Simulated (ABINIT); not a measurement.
# Quasiparticle gap of Ba2CaMoO6 (Fm-3m) in ABINIT, part 2 of 2

Wanted: ground state, empty states, screening and self-energy for Ba2CaMoO6 (Fm-3m).

ABINIT 10.8.3; LDA and many-body steps on it, plane waves. Known limits of the many-body steps: not at the basis limit; no spin-orbit coupling; coarse k mesh.

So far. Step 2 (Ground state): The gap is indirect, with the least direct gap 0.06 eV higher. Step 3 (Empty states on the mesh, 2×2×2 mesh, 239 bands): On this mesh the gap is 2.125 eV.

### Step 4. Screening, 2×2×2 mesh, 219 bands, screening to 130.6 eV

The RPA dielectric matrix is built and inverted for each q.

This step: RPA screening on LDA, plane waves, norm-conserving pseudopotentials.

Contents of run.abi:

```
acell 3*1.0 Angstrom
rprim 
  -0.000000000000 4.190056500000 4.190056500000
  4.190056500000 -0.000000000000 4.190056500000
  4.190056500000 4.190056500000 -0.000000000000
ntypat 4
znucl 56 20 42 8
natom 10
typat 1 1 2 3 4 4 4 4 4 4
xred 
  0.250000000000 0.250000000000 0.250000000000
  0.750000000000 0.750000000000 0.750000000000
  0.000000000000 0.000000000000 0.000000000000
  0.500000000000 0.500000000000 0.500000000000
  0.728140000000 0.271860000000 0.271860000000
  0.271860000000 0.728140000000 0.271860000000
  0.271860000000 0.728140000000 0.728140000000
  0.728140000000 0.271860000000 0.728140000000
  0.271860000000 0.271860000000 0.728140000000
  0.728140000000 0.728140000000 0.271860000000
pp_dirpath "pseudos"
pseudos "Ba.upf, Ca.upf, Mo.upf, O.upf"
ecut 36
ngkpt 2 2 2
nshiftk 1
shiftk 0 0 0
kptopt 1
chksymbreak 0
istwfk *1
occopt 1
irdwfk 1
optdriver 3
nband 219
ecuteps 4.8
inclvkb 2
awtr 1
symchi 1
indata_prefix "in"
outdata_prefix "out"
tmpdata_prefix "tmp"
```

Started as:

```bash
$ OMP_NUM_THREADS=1 mpirun -n 8 abinit run.abi > log
```

Numbers of over 12 decimals in the logs are rounded to 6 here.

Log:

```text
.Version 10.8.3 of ABINIT. v10.8.2 released Aug 2026.

 Symmetries : space group Fm -3 m (#225); Bravais cF (face-center cubic)
[... echo of the input left out ...]
== DATASET  1 ==================================================================
-   mpi_nproc: 8, omp_nthreads: 1 (-1 if OMP is not activated)

--- !DatasetInfo
iteration_state: {dtset: 1, }
dimensions: {natom: 10, nkpt: 3, mband: 219, nsppol: 1, nspinor: 1, nspden: 1, mpw: 10272, }
cutoff_energies: {ecut:  36.0, pawecutdg:  -1.0, }
electrons: {nelect:   8.00000000E+01, charge:   0.00000000E+00, occopt:   1.00000000E+00, tsmear:   1.00000000E-02, }

 SCREENING: Calculation of the susceptibility and dielectric matrices

 Based on a program developped by R.W. Godby, V. Olevano, G. Onida, and L. Reining.
 Incorporated in ABINIT by V. Olevano, G.-M. Rignanese, and M. Torrent.
.Using double precision arithmetic ; gwpc =  8

[... cell and pseudopotentials left out ...]
--------------------------------------------------------------------------------

 ==== K-mesh for the wavefunctions ====
 Number of points in the irreducible wedge :     3
[... list of points left out ...]
 Together with 48 symmetry operations and time-reversal symmetry
 yields     8 points in the full Brillouin Zone.

 ==== Q-mesh for the screening function ====
 Number of points in the irreducible wedge :     3
[... list of points left out ...]
 Together with 48 symmetry operations and time-reversal symmetry
 yields     8 points in the full Brillouin Zone.

 setmesh: FFT mesh size selected  =    45x   45x   45
          total number of points  =        91125

 vcoul_init : cutoff-mode = AUXILIARY_FUNCTION
 q-points for optical limit:   1
     1)      0.000010    0.000020    0.000030

- screening: taking advantage of time-reversal symmetry
- Maximum band index for partially occupied states nbvw = 40
- Remaining bands to be divided among processors   nbcw = 179
- Number of bands treated by each node ~22

 Number of electrons calculated from density =   80.0000; Expected =   80.0000
 average of density, n =  0.080576
 r_s =    1.4363
 omega_plasma =   27.3815 [eV]

 calculating chi0 at frequencies [eV] :
  1    0.000000E+00    0.000000E+00
  2    0.000000E+00    2.738152E+01

--------------------------------------------------------------------------------
  q-point number  1        q = ( 0.000000, 0.000000, 0.000000) [r.l.u.]
--------------------------------------------------------------------------------
[... chi0 elements left out ...]
 For q-point:  0.000010 0.000020 0.000030
  dielectric constant =   5.2817
  dielectric constant without local fields =   6.4579

  Average fulfillment of the sum rule on Im[epsilon] for q-point    1 :     64.77  [%]
[... wings left out ...]
  q-point number  2        q = ( 0.500000, 0.000000, 0.000000) [r.l.u.]
--------------------------------------------------------------------------------
[... chi0 elements left out ...]
  Average fulfillment of the sum rule on Im[epsilon] for q-point    2 :     69.88  [%]

 [... 1 further q-points ...]
```

Elapsed: 65 s, on 8 MPI ranks of Arm Neoverse V1, shared host; peak memory 4.1 GiB; 8.6 min of CPU time.

This step gave:

```
ε∞ with local fields, on this mesh, along the program's q direction : 5.282
the same without local fields                                       : 6.458
plasma frequency                                                    : 27.38 eV
plane waves in the screening matrix                                 : 531
```

Local fields lower ε∞ by 18 %. On a Γ-centred mesh this coarse the value itself is usually too large, while a short band sum pulls it down.

### Step 5. Self-energy, 2×2×2 mesh, 219 bands, screening to 130.6 eV

The self-energy is evaluated for the states that the input lists, and the levels follow from it, in one-shot runs by the linearised quasiparticle equation.

This step: G0W0 on LDA, plane waves, norm-conserving pseudopotentials.

run.abi, as its differences from that of step 4:

```diff
@@ -31,8 +31,17 @@
 irdwfk 1
-optdriver 3
+optdriver 4
 nband 219
+gwcalctyp 0
+ecutsigx 36
+symsigma 1
+nkptgw 2
+kptgw 
+  0.0000000000 0.0000000000 0.0000000000
+  0.5000000000 0.5000000000 0.0000000000
+bdgw 
+  38 43
+  38 43
 ecuteps 4.8
-inclvkb 2
-awtr 1
-symchi 1
+irdscr 1
+ppmodel 1
 indata_prefix "in"
```

Log:

```text
.Version 10.8.3 of ABINIT. v10.8.2 released Aug 2026.

 Symmetries : space group Fm -3 m (#225); Bravais cF (face-center cubic)
[... echo of the input left out ...]
== DATASET  1 ==================================================================
-   mpi_nproc: 8, omp_nthreads: 1 (-1 if OMP is not activated)

--- !DatasetInfo
iteration_state: {dtset: 1, }
dimensions: {natom: 10, nkpt: 3, mband: 219, nsppol: 1, nspinor: 1, nspden: 1, mpw: 10272, }
cutoff_energies: {ecut:  36.0, pawecutdg:  -1.0, }
electrons: {nelect:   8.00000000E+01, charge:   0.00000000E+00, occopt:   1.00000000E+00, tsmear:   1.00000000E-02, }

 SIGMA: Calculation of the GW corrections

 Based on a program developped by R.W. Godby, V. Olevano, G. Onida, and L. Reining.
 Incorporated in ABINIT by V. Olevano, G.-M. Rignanese, and M. Torrent.
.Using double precision arithmetic ; gwpc =  8

[... cell and pseudopotentials left out ...]
--------------------------------------------------------------------------------

 ==== K-mesh for the wavefunctions ====
 Number of points in the irreducible wedge :     3
[... list of points left out ...]
 Together with 48 symmetry operations and time-reversal symmetry
 yields     8 points in the full Brillouin Zone.

 ==== Q-mesh for screening function ====
 Number of points in the irreducible wedge :     3
[... list of points left out ...]
 Together with 48 symmetry operations and time-reversal symmetry
 yields     8 points in the full Brillouin Zone.

 vcoul_init : cutoff-mode = AUXILIARY_FUNCTION
 q-points for optical limit:   1
     1)      0.000010    0.000020    0.000030
 setmesh: FFT mesh size selected  =    64x   64x   64
          total number of points  =       262144

 Number of electrons calculated from density =   80.0000; Expected =   80.0000
 average of density, n =  0.080576
 r_s =    1.4363
 omega_plasma =   27.3815 [eV]

 === KS Band Gaps ===
  >>>> For spin  1
   Minimum direct gap =   2.1900 [eV], located at k-point      :   0.5000  0.5000  0.0000
   Fundamental gap    =   2.1254 [eV], Top of valence bands at :   0.0000  0.0000  0.0000
                                       Bottom of conduction at :   0.5000  0.5000  0.0000
 SIGMA fundamental parameters:
 PLASMON POLE MODEL  1
 number of plane-waves for SigmaX                10177
 number of plane-waves for SigmaC and W            531
 number of plane-waves for wavefunctions         10177
 number of bands                                   219
 number of independent spin polarizations            1
 number of spinorial components                      1
 number of k-points in IBZ                           3
 number of q-points in IBZ                           3
 number of symmetry operations                      48
 number of k-points in BZ                            8
 number of q-points in BZ                            8
 number of frequencies for dSigma/dE                 9
 frequency step for dSigma/dE [eV]                0.25
 number of omega for Sigma on real axis              0
 max omega for Sigma on real axis  [eV]           0.00
 zcut for avoiding poles [eV]                     0.10

 EPSILON^-1 parameters (SCR file):
 dimension of the eps^-1 matrix on file            531
 dimension of the eps^-1 matrix used               531
 number of plane-waves for wavefunctions         10177
 number of bands                                   219
 number of q-points in IBZ                           3
 number of frequencies                               2
 number of real frequencies                          1
 number of imag frequencies                          1

 matrix elements of self-energy operator (all in [eV])

 Perturbative Calculation

--- !SelfEnergy_ee
iteration_state: {dtset: 1, }
kpoint     : [   0.000,    0.000,    0.000, ]
spin       : 1
KS_gap     :    2.520
QP_gap     :    4.127
Delta_QP_KS:    1.607
data: !SigmaeeData |
     Band     E0 <VxcDFT>   SigX SigC(E0)      Z dSigC/dE  Sig(E)    E-E0       E
       38   5.663 -19.542 -24.189   4.748   0.769  -0.300 -19.464   0.077   5.740
       39   5.663 -19.542 -24.189   4.748   0.769  -0.300 -19.464   0.077   5.740
       40   5.663 -19.542 -24.189   4.748   0.769  -0.300 -19.464   0.077   5.740
       41   8.183 -17.434 -12.160  -3.192   0.809  -0.236 -15.750   1.685   9.867
       42   8.183 -17.434 -12.160  -3.192   0.809  -0.236 -15.750   1.685   9.867
       43   8.183 -17.434 -12.160  -3.192   0.809  -0.236 -15.750   1.685   9.867

--- !SelfEnergy_ee
iteration_state: {dtset: 1, }
kpoint     : [   0.500,    0.500,    0.000, ]
spin       : 1
KS_gap     :    2.190
QP_gap     :    3.778
Delta_QP_KS:    1.588
data: !SigmaeeData |
     Band     E0 <VxcDFT>   SigX SigC(E0)      Z dSigC/dE  Sig(E)    E-E0       E
       38   5.112 -19.846 -24.603   4.741   0.779  -0.284 -19.858  -0.012   5.099
       39   5.112 -19.846 -24.603   4.741   0.779  -0.284 -19.858  -0.012   5.099
       40   5.598 -19.374 -23.973   4.690   0.771  -0.298 -19.304   0.070   5.668
       41   7.788 -16.723 -11.112  -3.574   0.814  -0.229 -15.064   1.658   9.446
       42   8.987 -19.494 -13.929  -3.272   0.801  -0.249 -17.658   1.835  10.823
       43   8.987 -19.494 -13.929  -3.272   0.801  -0.249 -17.658   1.835  10.823

== END DATASET(S) ==============================================================
================================================================================

 -outvars: echo values of variables after computation  --------
           etotal      0.0000000000E+00
            nband         219
             nkpt           3
          spgroup         225
 [... the other variables as echoed above ...]

 Calculation completed.
```

The job ended after 23 s (8 MPI ranks; peak memory 3.1 GiB).

Numbers from this step:

- G0W0 gap on the points computed: 3.706 eV
- starting gap on the mesh: 2.125 eV
- k of the valence top: 0, 0, 0
- k of the conduction bottom: 0.5, 0.5, 0
- Z at the valence top: 0.769
- Z at the conduction bottom: 0.814
- least direct G0W0 gap on the computed points: 3.778 eV

The gap on the mesh goes from 2.13 eV to 3.71 eV, a correction of +1.58 eV.

Limits: finite bands, cutoff and mesh; no spin-orbit coupling; coarse k mesh. v1 is the top filled band, c1 the lowest empty one. The levels before and after the correction (eV, zero at the valence-band top of each column):

```csv
,conduction bottom,valence top
Kohn-Sham,2.13,0.00
G0W0,3.71,0.00
```

```csv
,level,energy (eV)
Kohn-Sham,Γ v3-v1,0.000
Kohn-Sham,Γ c1-c3,2.520
Kohn-Sham,(0.5 0.5 0) v3-v2,-0.551
Kohn-Sham,(0.5 0.5 0) v1,-0.065
Kohn-Sham,(0.5 0.5 0) c1,2.125
Kohn-Sham,(0.5 0.5 0) c2-c3,3.324
G0W0,Γ v3-v1,0.000
G0W0,Γ c1-c3,4.127
G0W0,(0.5 0.5 0) v3-v2,-0.641
G0W0,(0.5 0.5 0) v1,-0.072
G0W0,(0.5 0.5 0) c1,3.706
G0W0,(0.5 0.5 0) c2-c3,5.083
```

### Step 6. Where the time went

Times are wall times on 8 MPI ranks of Arm Neoverse V1, shared host, good to a factor of about two.

```csv
step,time,share,memory (GiB)
ground state,42 s,16 %,1.0
empty states on the mesh,2.3 min,52 %,0.78
screening,65 s,24 %,4.1
self-energy,23 s,8 %,3.1
```

### Step 7. Outcome

```
LDA gap              : 2.13 eV, indirect
G0W0 gap on the mesh : 3.71 eV
GW settings          : 2×2×2 mesh, 219 bands, screening to 130.6 eV, Godby-Needs plasmon pole
known limits         : not at the basis limit; no spin-orbit coupling; coarse k mesh
```

In words: G0W0 moves the gap on the mesh from 2.13 eV to 3.71 eV (+1.58 eV), with Z of 0.77 and 0.81 at the edges. Local fields lower the RPA ε∞ on this mesh from 6.46 to 5.28; a Γ-centred mesh this coarse tends to raise both, most where the direct gap is narrow, while a short band sum lowers them. Only 2 of the mesh's irreducible points were corrected, so a valley elsewhere could overtake. The dearest step here is «empty states on the mesh». Bands and cutoff are finite, so the gap is not at the basis limit. The miss can reach some tenths of an eV and take either sign; the mesh is an error of its own. In the G0W0 run levels were corrected at 2 k points alone, so a gap called «on the mesh» is the least over those, and an edge elsewhere would be missed. The 2×2×2 mesh is coarse for this cell, which bears on the long-range parts of exchange and screening. The many-body steps are scalar-relativistic: spin-orbit coupling is not in them.

[Paths, hosts, dates, memory and timing lines, banners, echoed tables and standing remarks are left out of the program output.]

[Logs are printed without paths, hosts, clocks, repeated set-up lines and the standing remarks that a program may print on its own settings, such as how far it seeks lower states.]

[Runs of the session that timed out or met a known fault of the program may be left out.]

[Hosts, paths, dates, database ids (printed as entryN), source tags and the programs' standing remarks are cut or masked in the printed files.]

[G0W0 gaps are taken among the corrected bands and points alone; a level outside them can change the order at an edge.]

[Where Ansatz stands beside ABINIT at settings called matched, ABINIT's density can come from a denser mesh and the files from another edition; pairs whose starting gaps differed by over 0.03 eV were left out, so agreement reads better than it is.]
